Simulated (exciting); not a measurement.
**MgO (Periclase): the Mg K edge from the Bethe–Salpeter equation**

Wanted: the near-edge spectrum and the bound core excitons at the Mg K edge of MgO (Periclase). The measurement to meet: ambient pressure NEXAFS, total electron yield on MgO powder, quoted in Caught while Dissolving: Revealing the Interfacial Solvation of the Mg2+ Ions on the MgO Surface (pmc:9412945, 2022), with first transition at 1303 eV, second feature at 1308 eV, third feature at 1310.7 eV and broad shoulder at 1320.6 eV.

Method: X-ray absorption, core-level Bethe-Salpeter equation, exchange and statically screened direct term, Tamm-Dancoff, all-electron LAPW+lo PBEsol, in exciting sodium.

The database entry behind the starting cell differs from later determinations by our own check (about 0.1 % long), so it need not match the best structure at ambient conditions.

## Step 1: The structure

Symmetry: Fm-3m, No. 225, cubic system. Conventional cell: a = 4.217 Å, b = 4.217 Å, c = 4.217 Å, α = 90.00°, β = 90.00°, γ = 90.00°. Mg has 6 O at 2.11 Å nearest. O has 6 Mg at 2.11 Å nearest. Farther neighbours and most contacts between anions are not listed.

Structure file:

```xyz
2
Lattice="0.0000 2.1085 2.1085 2.1085 0.0000 2.1085 2.1085 2.1085 0.0000" Properties=species:S:1:pos:R:3 pbc="T T T"
Mg    0.0000    0.0000    0.0000
O     2.1085    2.1085    2.1085
```

Differences between curves are given as r.m.s. difference over r.m.s. height.

## Step 2: The self-consistent potential

The species files are the program's own, with muffin-tin radii set in the input.

Input file input.xml:

```
<input>
  <title>MgO</title>
  <structure speciespath="." autormt="false" epslat="1.0e-5">
    <crystal>
      <basevect>0.0000000000 3.9844875330 3.9844875330</basevect>
      <basevect>3.9844875330 0.0000000000 3.9844875330</basevect>
      <basevect>3.9844875330 3.9844875330 0.0000000000</basevect>
    </crystal>
    <species speciesfile="Mg.xml" rmt="2.240">
      <atom coord="0.0000000000 0.0000000000 0.0000000000"/>
    </species>
    <species speciesfile="O.xml" rmt="1.625">
      <atom coord="0.5000000000 0.5000000000 0.5000000000"/>
    </species>
  </structure>
  <groundstate do="fromscratch" xctype="GGA_PBE_SOL" ngridk="6 6 6" rgkmax="7" gmaxvr="14" nempty="8" swidth="0.001" maxscl="100" epsengy="1e-5"/>
</input>
```

The run is started by

```bash
> OMP_NUM_THREADS=1 mpirun -n 4 exciting
```

Numbers of over 12 decimals in the logs are rounded to 6 here.

What it wrote:

```text
EXCITING SODIUM started
********************************************************************************
* Ground-state run starting from atomic densities                              *
********************************************************************************
+ Starting initialization                                                      +
[... lattice and species ...]
 Spin treatment                             :    spin-unpolarised
 Number of Bravais lattice symmetries       :      48
[...]
+ Self-consistent loop stopped                                                 +
 STATE.OUT is written
********************************************************************************
* Groundstate module stopped                                                   *
********************************************************************************
 Total time spent (seconds)                 :        11.20
- CAUTION! Warnings have been written in file WARNING.OUT !                    -
| EXCITING SODIUM stopped                                                      =
[key lines of the parts left out:]
Total energy                               :      -275.04921164
Fermi energy                               :         0.23219853
```

The job ended after 12 s (4 MPI ranks of Arm Neoverse V1, shared host).

The warnings file holds hints only, no warning.

The mesh shows a gap of 4.63 eV. Core levels (Dirac, from the valence top):

```tsv
atom	level	energy (eV)
Mg	1s1/2	-1248.7
O	1s1/2	-501.5
```

## Step 3: A richer basis for the empty states

Each species file gets more local orbitals, built from u and its energy derivative at 0.15 Ha and u at 0.9 Ha.

input.xml is that of step 2.

Input file SPECIES.xml, added lines:

```
<lo l="L">  <!-- L = 0, 1, 2 -->
  <wf matchingOrder="0" trialEnergy="0.1500" searchE="false"/>
  <wf matchingOrder="1" trialEnergy="0.1500" searchE="false"/>
  <wf matchingOrder="0" trialEnergy="0.9000" searchE="false"/>
</lo>
```

The run is started by

```bash
> OMP_NUM_THREADS=1 mpirun -n 4 exciting
```

What it wrote:

```text
EXCITING SODIUM started
********************************************************************************
* Ground-state run starting from atomic densities                              *
********************************************************************************
+ Starting initialization                                                      +
[... lattice and species ...]
 Spin treatment                             :    spin-unpolarised
 Number of Bravais lattice symmetries       :      48
[...]
+ Self-consistent loop stopped                                                 +
 STATE.OUT is written
********************************************************************************
* Groundstate module stopped                                                   *
********************************************************************************
 Total time spent (seconds)                 :        11.06
- CAUTION! Warnings have been written in file WARNING.OUT !                    -
| EXCITING SODIUM stopped                                                      =
[key lines of the parts left out:]
Total energy                               :      -275.04991949
Fermi energy                               :         0.23271823
```

It took 12 s on 4 MPI ranks.

Against the first ground state the total energy moves by -10 meV an atom and the gap by -0.01 eV.

## Step 4: Screening, kernels and BSE for Mg atom 1

The absorber has 6 O at 2.11 Å (octahedral, site symmetry m-3m).

Changes to input.xml since step 3:

```diff
@@ -15,3 +15,20 @@
   </structure>
-  <groundstate do="fromscratch" xctype="GGA_PBE_SOL" ngridk="6 6 6" rgkmax="7" gmaxvr="14" nempty="8" swidth="0.001" maxscl="100" epsengy="1e-5"/>
+  <groundstate do="skip" xctype="GGA_PBE_SOL" ngridk="6 6 6" rgkmax="7" gmaxvr="14" nempty="8" swidth="0.001" maxscl="100" epsengy="1e-5"/>
+  <xs xstype="BSE" ngridk="6 6 6" ngridq="6 6 6" vkloff="0.097 0.273 0.493" rgkmax="7" nempty="14" gqmax="3" lmaxapwwf="5" lmaxemat="2" broad="0.01654" tevout="true">
+    <energywindow intv="45.619 47.236" points="440"/>
+    <screening screentype="full" nempty="28"/>
+    <BSE xas="true" xasspecies="1" xasatom="1" xasedge="K" bsetype="singlet" nstlxas="1 10"/>
+    <qpointset>
+      <qpoint>0 0 0</qpoint>
+    </qpointset>
+    <plan>
+      <doonly task="xsgeneigvec"/>
+      <doonly task="writepmatxs"/>
+      <doonly task="scrgeneigvec"/>
+      <doonly task="scrwritepmat"/>
+      <doonly task="screen"/>
+      <doonly task="scrcoulint"/>
+      <doonly task="exccoulint"/>
+    </plan>
+  </xs>
 </input>
```

Input file input.xml for the last start (plan only):

```
  <plan>
    <doonly task="bse"/>
  </plan>
```

The run is started by

```bash
> OMP_NUM_THREADS=1 mpirun -n 4 exciting
> OMP_NUM_THREADS=4 exciting
```

What it wrote:

```text
| EXCITING SODIUM started for task xsgeneigvec ( 301)                          =
One-shot GS runs for BSE calculations
One-shot GS runs for k+qmt/2 grids
Info(xsgeneigvec): Generating eigenvectors for Q-point      1
Info(xsgeneigvec): Generation of eigenvectors finished
| EXCITING SODIUM started for task writepmatxs ( 320)                          =
Info(writepmatxs): Momentum matrix elements finished
| EXCITING SODIUM started for task scrgeneigvec ( 401)                         =
One-shot GS runs for BSE calculations
One-shot GS runs for k+qmt/2 grids
[...]
Info(setup_bse_block): Setting up RR part of hamiltonian
Info(setup_bse_block): Singlet spin state
Info(bse): Diagonalizing RR Hamiltonian (TDA)
Info(bse): Invoking Lapack routine ZHEEVR
      4320 eigen solutions found in the interval:
         i1=       1 i2=    4320
Info(bse): Writing excition energies and oscillator strengths to text file.
Info(makespectrum_dist): Making spectrum using formula for coupling with time reversed AR basis.
Info(makespectrum_dist): Using formalism for vanishing momentum transfer.
Info(writederived): Writing quantities derived from the macroscopic dielectric function.
Info(bselauncher): Spectrum finished for iqmt=  1
Info(bselauncher): All done for BSE type singlet
```

It took 8.8 min on 4 MPI ranks.

Wall time by task: xsgeneigvec 3.1 s, writepmatxs 6.8 s, scrgeneigvec 2.9 s, scrwritepmat 1.7 s, screen 65 s, scrcoulint 4.5 min, exccoulint 2.3 min, bse 40 s.

The Mg K spectrum of Mg atom 1 (energy from the Kohn–Sham onset, core level to the lowest empty state found on the meshes used, 1253.35 eV; the ground-state mesh sets it, and the shifted mesh has its lowest transition 0.36 eV above it; Im ε scaled to the maximum of the singlet run; cut below the end of the band set):

```tsv
E (eV)	Im ε
-3.0	0.02
-2.5	0.03
-2.0	0.04
-1.5	0.05
-1.0	0.06
-0.5	0.10
0.0	0.17
0.5	0.32
1.0	0.63
1.5	0.97
2.0	0.88
2.5	0.59
3.0	0.51
3.5	0.53
4.0	0.50
4.5	0.44
5.0	0.47
5.5	0.62
6.0	0.76
6.5	0.87
7.0	0.89
7.5	0.84
8.0	0.85
8.5	0.90
9.0	0.97
9.5	0.95
10.0	0.79
10.5	0.52
11.0	0.36
11.5	0.28
12.0	0.23
12.5	0.21
13.0	0.21
13.5	0.19
14.0	0.17
14.5	0.16
15.0	0.16
15.5	0.18
16.0	0.20
16.5	0.23
17.0	0.25
```

Maxima (height): 1.7 eV (1.00), 3.5 eV (0.53), 6.8 eV (0.93) and 9.2 eV (0.99).

The Hamiltonian has 4320 rows. The lowest groups of eigenvalues and the brightest ones, on the scale above (the program counts from the shifted mesh's onset, 0.36 eV higher). Core spinors bring spin-forbidden partners, so dark means forbidden by spin or by symmetry, and the shifted mesh splits states that symmetry would keep together:

```tsv
energy (eV)	states within 10 meV	relative strength
-0.751	2	3.6e-4
-0.107	2	0.027
0.208	2	0.050
0.387	2	0.081
0.518	2	0.076
0.721	2	0.13
1.178	2	0.58
1.458	4	0.68
1.617	2	1.00
1.746	2	0.49
1.802	2	0.61
8.429	2	0.41
10.026	2	0.42
```

## Step 5: Independent particles

Changes to input.xml since step 4:

```diff
@@ -19,3 +19,3 @@
     <screening screentype="full" nempty="28"/>
-    <BSE xas="true" xasspecies="1" xasatom="1" xasedge="K" bsetype="singlet" nstlxas="1 10"/>
+    <BSE xas="true" xasspecies="1" xasatom="1" xasedge="K" bsetype="IP" nstlxas="1 10"/>
     <qpointset>
@@ -24,9 +24,3 @@
     <plan>
-      <doonly task="xsgeneigvec"/>
-      <doonly task="writepmatxs"/>
-      <doonly task="scrgeneigvec"/>
-      <doonly task="scrwritepmat"/>
-      <doonly task="screen"/>
-      <doonly task="scrcoulint"/>
-      <doonly task="exccoulint"/>
+      <doonly task="bse"/>
     </plan>
```

The run is started by

```bash
> OMP_NUM_THREADS=4 exciting
```

What it wrote:

```text
| EXCITING SODIUM started for task bse ( 445)                                  =
Info(bselauncher): Init time:    0.317427
Info(bselauncher): Setting up and diagonalizing BSE Hamiltonian.
Info(bselauncher): Using momentum transfer vectors from list :   1 to  1
Info(bselauncher): Distributing qmt-points over   1 processes.
Info(bselauncher): BSE type: IP
Info(bselauncher): Momentum transfer list index: iqmt=  1
Info(bselauncher): Momentum transfer: vqmtl=   0.000   0.000   0.000
Info(bse): Inspecting occupations...
Info(setranges_modxs): Number of non-reduced k-points:      216
[...]
highest unoccupied state:  18
  Opening gap with a scissor of:      0.000/H      0.000/eV
Info(select_transitions): Number of participating transitions:    4320
Info(bse): Selecting transitions...
Info(bse):bsegap (eV):  1253.706965
Info(bse): IP requested, nothing much to do
Info(bse): Writing excition energies and oscillator strengths to text file.
Info(makespectrum_dist): Making spectrum using formula for coupling with time reversed AR basis.
Info(makespectrum_dist): Using formalism for vanishing momentum transfer.
Info(writederived): Writing quantities derived from the macroscopic dielectric function.
Info(bselauncher): Spectrum finished for iqmt=  1
Info(bselauncher): All done for BSE type IP
```

Wall time 1.5 s (4 threads).

Maxima (height): 5.1 eV (0.26) and 12.3 eV (1.36). The spectrum differs from the singlet run by 92 % r.m.s. Moving the earlier curve by +5.0 eV leaves 44 %. The highest maximum lies at 12.3 eV (1.36), against 1.7 eV (1.00).

## Step 6: Exchange alone

Changes to input.xml since step 5:

```diff
@@ -19,3 +19,3 @@
     <screening screentype="full" nempty="28"/>
-    <BSE xas="true" xasspecies="1" xasatom="1" xasedge="K" bsetype="IP" nstlxas="1 10"/>
+    <BSE xas="true" xasspecies="1" xasatom="1" xasedge="K" bsetype="RPA" nstlxas="1 10"/>
     <qpointset>
```

The run is started by

```bash
> OMP_NUM_THREADS=4 exciting
```

What it wrote:

```text
| EXCITING SODIUM started for task bse ( 445)                                  =
Info(bselauncher): Init time:    0.317725
Info(bselauncher): Setting up and diagonalizing BSE Hamiltonian.
Info(bselauncher): Using momentum transfer vectors from list :   1 to  1
Info(bselauncher): Distributing qmt-points over   1 processes.
Info(bselauncher): BSE type: RPA
Info(bselauncher): Momentum transfer list index: iqmt=  1
Info(bselauncher): Momentum transfer: vqmtl=   0.000   0.000   0.000
Info(bse): Inspecting occupations...
Info(setranges_modxs): Number of non-reduced k-points:      216
[...]
Info(setup_bse_block): Setting up RR part of hamiltonian
Info(setup_bse_block): Using RPA approximation
Info(bse): Diagonalizing RR Hamiltonian (TDA)
Info(bse): Invoking Lapack routine ZHEEVR
      4320 eigen solutions found in the interval:
         i1=       1 i2=    4320
Info(bse): Writing excition energies and oscillator strengths to text file.
Info(makespectrum_dist): Making spectrum using formula for coupling with time reversed AR basis.
Info(makespectrum_dist): Using formalism for vanishing momentum transfer.
Info(writederived): Writing quantities derived from the macroscopic dielectric function.
Info(bselauncher): Spectrum finished for iqmt=  1
Info(bselauncher): All done for BSE type RPA
```

Wall time 40 s (4 threads).

Maxima (height): 5.1 eV (0.26) and 12.4 eV (1.35). The spectrum is that of the independent-particle run within 1 %.

## Step 7: Direct term alone

Changes to input.xml since step 6:

```diff
@@ -19,3 +19,3 @@
     <screening screentype="full" nempty="28"/>
-    <BSE xas="true" xasspecies="1" xasatom="1" xasedge="K" bsetype="RPA" nstlxas="1 10"/>
+    <BSE xas="true" xasspecies="1" xasatom="1" xasedge="K" bsetype="triplet" nstlxas="1 10"/>
     <qpointset>
```

The run is started by

```bash
> OMP_NUM_THREADS=4 exciting
```

What it wrote:

```text
| EXCITING SODIUM started for task bse ( 445)                                  =
Info(bselauncher): Init time:    0.316672
Info(bselauncher): Setting up and diagonalizing BSE Hamiltonian.
Info(bselauncher): Using momentum transfer vectors from list :   1 to  1
Info(bselauncher): Distributing qmt-points over   1 processes.
Info(bselauncher): BSE type: triplet
Info(bselauncher): Momentum transfer list index: iqmt=  1
Info(bselauncher): Momentum transfer: vqmtl=   0.000   0.000   0.000
Info(bse): Inspecting occupations...
[...]
Info(setup_bse_block): Setting up RR part of hamiltonian
Info(setup_bse_block): Triplet spin state
Info(bse): Diagonalizing RR Hamiltonian (TDA)
Info(bse): Invoking Lapack routine ZHEEVR
      4320 eigen solutions found in the interval:
         i1=       1 i2=    4320
Info(bse): Writing excition energies and oscillator strengths to text file.
Info(makespectrum_dist): Making spectrum using formula for coupling with time reversed AR basis.
Info(makespectrum_dist): Using formalism for vanishing momentum transfer.
Info(writederived): Writing quantities derived from the macroscopic dielectric function.
Info(bselauncher): Spectrum finished for iqmt=  1
Info(bselauncher): All done for BSE type triplet
```

The job ended after 39 s (4 threads).

Maxima (height): 1.7 eV (1.01), 3.5 eV (0.53), 6.8 eV (0.93) and 9.2 eV (0.98). The spectrum is that of the singlet run within 1 %.

## Step 8: Local-field cutoff

Changed against the first singlet run: cutoff of the kernels (bohr⁻¹) from 3 to 2.

Changes to input.xml since step 7:

```diff
@@ -16,6 +16,6 @@
   <groundstate do="skip" xctype="GGA_PBE_SOL" ngridk="6 6 6" rgkmax="7" gmaxvr="14" nempty="8" swidth="0.001" maxscl="100" epsengy="1e-5"/>
-  <xs xstype="BSE" ngridk="6 6 6" ngridq="6 6 6" vkloff="0.097 0.273 0.493" rgkmax="7" nempty="14" gqmax="3" lmaxapwwf="5" lmaxemat="2" broad="0.01654" tevout="true">
+  <xs xstype="BSE" ngridk="6 6 6" ngridq="6 6 6" vkloff="0.097 0.273 0.493" rgkmax="7" nempty="14" gqmax="2" lmaxapwwf="5" lmaxemat="2" broad="0.01654" tevout="true">
     <energywindow intv="45.619 47.236" points="440"/>
     <screening screentype="full" nempty="28"/>
-    <BSE xas="true" xasspecies="1" xasatom="1" xasedge="K" bsetype="triplet" nstlxas="1 10"/>
+    <BSE xas="true" xasspecies="1" xasatom="1" xasedge="K" bsetype="singlet" nstlxas="1 10"/>
     <qpointset>
@@ -24,3 +24,6 @@
     <plan>
-      <doonly task="bse"/>
+      <doonly task="xsgeneigvec"/>
+      <doonly task="screen"/>
+      <doonly task="scrcoulint"/>
+      <doonly task="exccoulint"/>
     </plan>
```

Input file input.xml for the last start (plan only):

```
  <plan>
    <doonly task="bse"/>
  </plan>
```

The run is started by

```bash
> OMP_NUM_THREADS=1 mpirun -n 4 exciting
> OMP_NUM_THREADS=4 exciting
```

What it wrote:

```text
| EXCITING SODIUM started for task xsgeneigvec ( 301)                          =
One-shot GS runs for BSE calculations
One-shot GS runs for k+qmt/2 grids
Info(xsgeneigvec): Generating eigenvectors for Q-point      1
Info(xsgeneigvec): Generation of eigenvectors finished
| EXCITING SODIUM started for task screen ( 430)                               =
Info(screenlauncher): Calculating screening for unshifted q-grid.
Info(screenlauncher): Number of q points:      16
Info(screenlauncher): lowest (partially)  unoccupied state:      9
[...]
Info(setup_bse_block): Setting up RR part of hamiltonian
Info(setup_bse_block): Singlet spin state
Info(bse): Diagonalizing RR Hamiltonian (TDA)
Info(bse): Invoking Lapack routine ZHEEVR
      4320 eigen solutions found in the interval:
         i1=       1 i2=    4320
Info(bse): Writing excition energies and oscillator strengths to text file.
Info(makespectrum_dist): Making spectrum using formula for coupling with time reversed AR basis.
Info(makespectrum_dist): Using formalism for vanishing momentum transfer.
Info(writederived): Writing quantities derived from the macroscopic dielectric function.
Info(bselauncher): Spectrum finished for iqmt=  1
Info(bselauncher): All done for BSE type singlet
```

The job ended after 3.5 min (4 MPI ranks).

Wall time by task: xsgeneigvec 3.6 s, screen 24 s, scrcoulint 1.8 min, exccoulint 35 s, bse 40 s.

These settings are cheaper. Against the singlet run the r.m.s. difference is 9 %. The kernels miss the short-range part of the Coulomb interaction, its components above their cutoff.

```tsv
E (eV)	first run	this run
-3.0	0.02	0.03
-2.0	0.04	0.04
-1.0	0.06	0.07
0.0	0.17	0.17
1.0	0.63	0.61
2.0	0.88	0.94
3.0	0.51	0.56
4.0	0.50	0.56
5.0	0.47	0.53
6.0	0.76	0.88
7.0	0.89	0.93
8.0	0.85	0.85
9.0	0.97	0.93
10.0	0.79	0.68
11.0	0.36	0.31
12.0	0.23	0.21
13.0	0.21	0.19
14.0	0.17	0.16
15.0	0.16	0.15
16.0	0.20	0.19
17.0	0.25	0.24
```

[end of part 1 of 2]

[Banner, clock and machine lines of the logs are left out without a mark of their own.]

[Logs are printed without paths, hosts, clocks, repeated set-up lines and the standing remarks that a program may print on its own settings, such as how far it seeks lower states.]

[Hosts, paths, dates, database ids (printed as entryN), source tags and the programs' standing remarks are cut or masked in the printed files.]
